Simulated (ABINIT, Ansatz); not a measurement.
# CsCaBr3 (Pm-3m): changed settings of a GW run in ABINIT, part 2 of 2

A base run on CsCaBr3 (Pm-3m), then changed inputs.

ABINIT 10.8.3; LDA and many-body steps on it, plane waves. Known limits of the many-body steps: not at the basis limit; no spin-orbit coupling; coarse k mesh.

So far. Step 2 (Screening, 2×2×2 mesh, 246 bands, screening to 141.5 eV): Local fields lower ε∞ by 15 %. On a Γ-centred mesh this coarse the value itself is usually too large, while a short band sum pulls it down. Step 3 (Base): The gap on the mesh goes from 4.08 eV to 6.33 eV, a correction of +2.25 eV.

## (4) No symmetry in the self-energy

Level of this step: G0W0 on LDA, plane waves, norm-conserving pseudopotentials (ABINIT).

The input, run.abi:

```
acell 3*1.0 Angstrom
rprim 
  5.708665730000 0.000000000000 0.000000000000
  0.000000000000 5.708665730000 0.000000000000
  0.000000000000 0.000000000000 5.708665730000
ntypat 3
znucl 55 20 35
natom 5
typat 1 2 3 3 3
xred 
  0.000000000000 0.000000000000 0.000000000000
  0.500000000000 0.500000000000 0.500000000000
  0.500000000000 0.000000000000 0.500000000000
  0.000000000000 0.500000000000 0.500000000000
  0.500000000000 0.500000000000 0.000000000000
pp_dirpath "pseudos"
pseudos "Cs.upf, Ca.upf, Br.upf"
ecut 30
ngkpt 2 2 2
nshiftk 1
shiftk 0 0 0
kptopt 1
chksymbreak 0
istwfk *1
occopt 1
irdwfk 1
optdriver 4
nband 246
gwcalctyp 0
ecutsigx 30
symsigma 0
nkptgw 2
kptgw 
  0.5000000000 0.5000000000 0.5000000000
  0.0000000000 0.0000000000 0.0000000000
bdgw 
  18 23
  18 24
ecuteps 5.2
irdscr 1
ppmodel 1
indata_prefix "in"
outdata_prefix "out"
tmpdata_prefix "tmp"
```

Started as:

```sh
OMP_NUM_THREADS=1 mpirun -n 4 abinit run.abi > log
```

Output:

```text
.Version 10.8.3 of ABINIT. v10.8.2 released Aug 2026.

 Symmetries : space group Pm -3 m (#221); Bravais cP (primitive cubic)
[... echo of the input left out ...]
== DATASET  1 ==================================================================
-   mpi_nproc: 4, omp_nthreads: 1 (-1 if OMP is not activated)

--- !DatasetInfo
iteration_state: {dtset: 1, }
dimensions: {natom: 5, nkpt: 4, mband: 246, nsppol: 1, nspinor: 1, nspden: 1, mpw: 9952, }
cutoff_energies: {ecut:  30.0, pawecutdg:  -1.0, }
electrons: {nelect:   4.00000000E+01, charge:   0.00000000E+00, occopt:   1.00000000E+00, tsmear:   1.00000000E-02, }

 SIGMA: Calculation of the GW corrections

 Based on a program developped by R.W. Godby, V. Olevano, G. Onida, and L. Reining.
 Incorporated in ABINIT by V. Olevano, G.-M. Rignanese, and M. Torrent.
.Using double precision arithmetic ; gwpc =  8

[... cell and pseudopotentials left out ...]
--------------------------------------------------------------------------------

 ==== K-mesh for the wavefunctions ====
 Number of points in the irreducible wedge :     4
[... list of points left out ...]
 Together with 48 symmetry operations and time-reversal symmetry
 yields     8 points in the full Brillouin Zone.

 ==== Q-mesh for screening function ====
 Number of points in the irreducible wedge :     4
[... list of points left out ...]
 Together with 48 symmetry operations and time-reversal symmetry
 yields     8 points in the full Brillouin Zone.

 vcoul_init : cutoff-mode = AUXILIARY_FUNCTION
 q-points for optical limit:   1
     1)      0.000010    0.000020    0.000030
 setmesh: FFT mesh size selected  =    54x   54x   54
          total number of points  =       157464

 Number of electrons calculated from density =   40.0000; Expected =   40.0000
[...]
number of omega for Sigma on real axis              0
 max omega for Sigma on real axis  [eV]           0.00
 zcut for avoiding poles [eV]                     0.10

 EPSILON^-1 parameters (SCR file):
 dimension of the eps^-1 matrix on file            739
 dimension of the eps^-1 matrix used               739
 number of plane-waves for wavefunctions          9795
 number of bands                                   246
 number of q-points in IBZ                           4
 number of frequencies                               2
 number of real frequencies                          1
 number of imag frequencies                          1

 matrix elements of self-energy operator (all in [eV])

 Perturbative Calculation

--- !SelfEnergy_ee
iteration_state: {dtset: 1, }
kpoint     : [   0.500,    0.500,    0.500, ]
spin       : 1
KS_gap     :    5.719
QP_gap     :    8.059
Delta_QP_KS:    2.339
data: !SigmaeeData |
     Band     E0 <VxcDFT>   SigX SigC(E0)      Z dSigC/dE  Sig(E)    E-E0       E
       18   0.587 -12.794 -16.353   2.055   0.801  -0.248 -13.999  -1.205  -0.619
       19   0.587 -12.794 -16.353   2.055   0.801  -0.248 -14.000  -1.206  -0.619
       20   0.587 -12.794 -16.353   2.056   0.801  -0.248 -13.999  -1.205  -0.618
[...]
--- !SelfEnergy_ee
iteration_state: {dtset: 1, }
kpoint     : [   0.000,    0.000,    0.000, ]
spin       : 1
KS_gap     :    4.332
QP_gap     :    6.582
Delta_QP_KS:    2.249
data: !SigmaeeData |
     Band     E0 <VxcDFT>   SigX SigC(E0)      Z dSigC/dE  Sig(E)    E-E0       E
[...]
23   5.101 -11.208  -5.425  -3.508   0.827  -0.210  -9.328   1.880   6.981
       24   5.101 -11.208  -5.425  -3.508   0.827  -0.210  -9.328   1.880   6.981

== END DATASET(S) ==============================================================
================================================================================

 -outvars: echo values of variables after computation  --------
           etotal      0.0000000000E+00
            nband         246
             nkpt           4
          spgroup         221
 [... the other variables as echoed above ...]

 Calculation completed.
```

Run time: 2.8 min. Hardware: 4 MPI ranks of Arm Neoverse V1, shared host; peak memory 2.3 GiB; 11 min of CPU time.

This step gave:

```yaml
g0w0_gap_on_the_points_computed: 6.327 eV
starting_gap_on_the_mesh: 4.079 eV
k_of_the_valence_top: 0.5, 0.5, 0.5
k_of_the_conduction_bottom: 0, 0, 0
z_at_the_valence_top: 0.801
z_at_the_conduction_bottom: 0.85
least_direct_g0w0_gap_on_the_computed_points: 6.582 eV
```

Against G0W0 in ABINIT (2×2×2 mesh, 246 bands, screening to 141.5 eV, Godby-Needs plasmon pole), the gap moves by −0.001 eV.

## (5) A keyword of another program

run.abi: that of step 4 with these lines changed.

```diff
@@ -30,3 +30,3 @@
 ecutsigx 30
-symsigma 0
+symsigma 1
 nkptgw 2
@@ -41,2 +41,3 @@
 ppmodel 1
+ecut_chi 100
 indata_prefix "in"
```

Output:

```text
.Version 10.8.3 of ABINIT. v10.8.2 released Aug 2026.

 Symmetries : space group Pm -3 m (#221); Bravais cP (primitive cubic)
================================================================================
 Values of the parameters that define the memory need of the present run
     intxc =       0    ionmov =       0      iscf =       7    lmnmax =       8
     lnmax =       8     mgfft =      54  mpssoang =       4    mqgrid =    3001
     natom =       5  nloc_mem =       1    nspden =       1   nspinor =       1
    nsppol =       1      nsym =      48    n1xccc =    2501    ntypat =       3
    occopt =       1   xclevel =       1
-    mband =         246        mffmem =           1         mkmem =           1
       mpw =        9952          nfft =      157464          nkpt =           4
================================================================================
  Rough estimation (10% accuracy) of disk space for files :
================================================================================

--------------------------------------------------------------------------------
------------- Echo of variables that govern the present computation ------------
--------------------------------------------------------------------------------
 -outvars: echo values of preprocessed input variables --------
            acell      1.8897261259E+00  1.8897261259E+00  1.8897261259E+00 Bohr

             bdgw          18      23      18      24
      chksymbreak           0
             ecut      3.00000000E+01 Hartree
          ecuteps      5.20000000E+00 Hartree
         ecutsigx      3.00000000E+01 Hartree
          ecutwfn      3.00000000E+01 Hartree
-          fftalg         312
           irdscr           1
           irdwfk           1

[...]
npweps         739
          npwsigx        9795
           npwwfn        9795
             nsym          48
           ntypat           3
              occ      2.000000  2.000000  2.000000  2.000000  2.000000  2.000000
                       2.000000  2.000000  2.000000  2.000000  2.000000  2.000000
                       2.000000  2.000000  2.000000  2.000000  2.000000  2.000000
                       2.000000  2.000000  0.000000  0.000000  0.000000  0.000000
[...]
[... 30 further rows ...]
                       0.000000  0.000000  0.000000  0.000000  0.000000  0.000000
                       0.000000  0.000000  0.000000  0.000000  0.000000  0.000000
        optdriver           4
            rprim      5.7086657300E+00  0.0000000000E+00  0.0000000000E+00
[...]
spgroup         221

             xred      0.0000000000E+00  0.0000000000E+00  0.0000000000E+00
[...]
0.0000000000E+00  5.0000000000E-01  5.0000000000E-01
                       5.0000000000E-01  5.0000000000E-01  0.0000000000E+00
            znucl       55.00000   20.00000   35.00000

================================================================================

 chkinp: Checking input parameters for consistency.

--- !ERROR
message: |
    Found token: `ECUT_CHI` in the input file.
    This name is not one of the registered input variable names (see
    Action: check your input file. Perhaps you mistyped the input variable,
    or specified "img", although this was not permitted for this input variable.

--- !ERROR
message: |
    Found token: `ECUT_CHI` in the input file.
    This name is not one of the registered input variable names (see
    Action: check your input file. Perhaps you mistyped the input variable,
    or specified "img", although this was not permitted for this input variable.

--- from the log ---
Found token: `ECUT_CHI` in the input file.
    This name is not one of the registered input variable names (see
    Action: check your input file. Perhaps you mistyped the input variable,
    or specified "img", although this was not permitted for this input variable.
```

Run time: 0.78 s. Hardware: 4 MPI ranks; peak memory 0.05 GiB.

The run stopped with an error after 0.78 s.

The program's words: Found token: `ECUT_CHI` in the input file. This name is not one of the registered input variable names (see Action: check your input file. Perhaps you mistyped the input variable, or specified "img", although this was not permitted for this input variable.

The fault put into this input: a keyword of another program.

## (6) Side by side

Times are wall times on 4 MPI ranks of Arm Neoverse V1, shared host, good to a factor of about two. A run's time includes the screening step that it read.

```csv
run,mesh,bands,screening cutoff (eV),DFT gap (eV),gap on the mesh (eV),direct (eV),ε∞ used,time
base,2×2×2,246,141.5,4.079,6.328,6.582,3.20,3 min
no symmetry in the self-energy,2×2×2,246,141.5,4.079,6.327,6.582,3.20,4.3 min
```

## (7) Summary of results

| Property | Result |
| --- | --- |
| base | 6.328 eV |
| no symmetry in the self-energy | 6.327 eV |
| known limits | not at the basis limit; no spin-orbit coupling; coarse k mesh |

In words: No symmetry in the self-energy: no change against base (keys changed: symsigma). Bands and cutoff are finite, so the gap is not at the basis limit. The miss can reach some tenths of an eV and take either sign; the mesh is an error of its own. In the G0W0 runs levels were corrected at 2 k points alone, so a gap called «on the mesh» is the least over those, and an edge elsewhere would be missed. The 2×2×2 mesh is coarse for this cell, which bears on the long-range parts of exchange and screening. This is the ideal cubic cell; many perovskites, halides above all, are cubic only on average, and local tilts or off-centring can widen the gap. The many-body steps are scalar-relativistic: spin-orbit coupling is not in them.

[Paths, hosts, dates, memory and timing lines, banners, echoed tables and standing remarks are left out of the program output.]

[Logs are printed without paths, hosts, clocks, repeated set-up lines and the standing remarks that a program may print on its own settings, such as how far it seeks lower states.]

[Runs of the session that timed out or met a known fault of the program may be left out.]

[Hosts, paths, dates, database ids (printed as entryN), source tags and the programs' standing remarks are cut or masked in the printed files.]

[G0W0 gaps are taken among the corrected bands and points alone; a level outside them can change the order at an edge.]

[Where Ansatz stands beside ABINIT at settings called matched, ABINIT's density can come from a denser mesh and the files from another edition; pairs whose starting gaps differed by over 0.03 eV were left out, so agreement reads better than it is.]
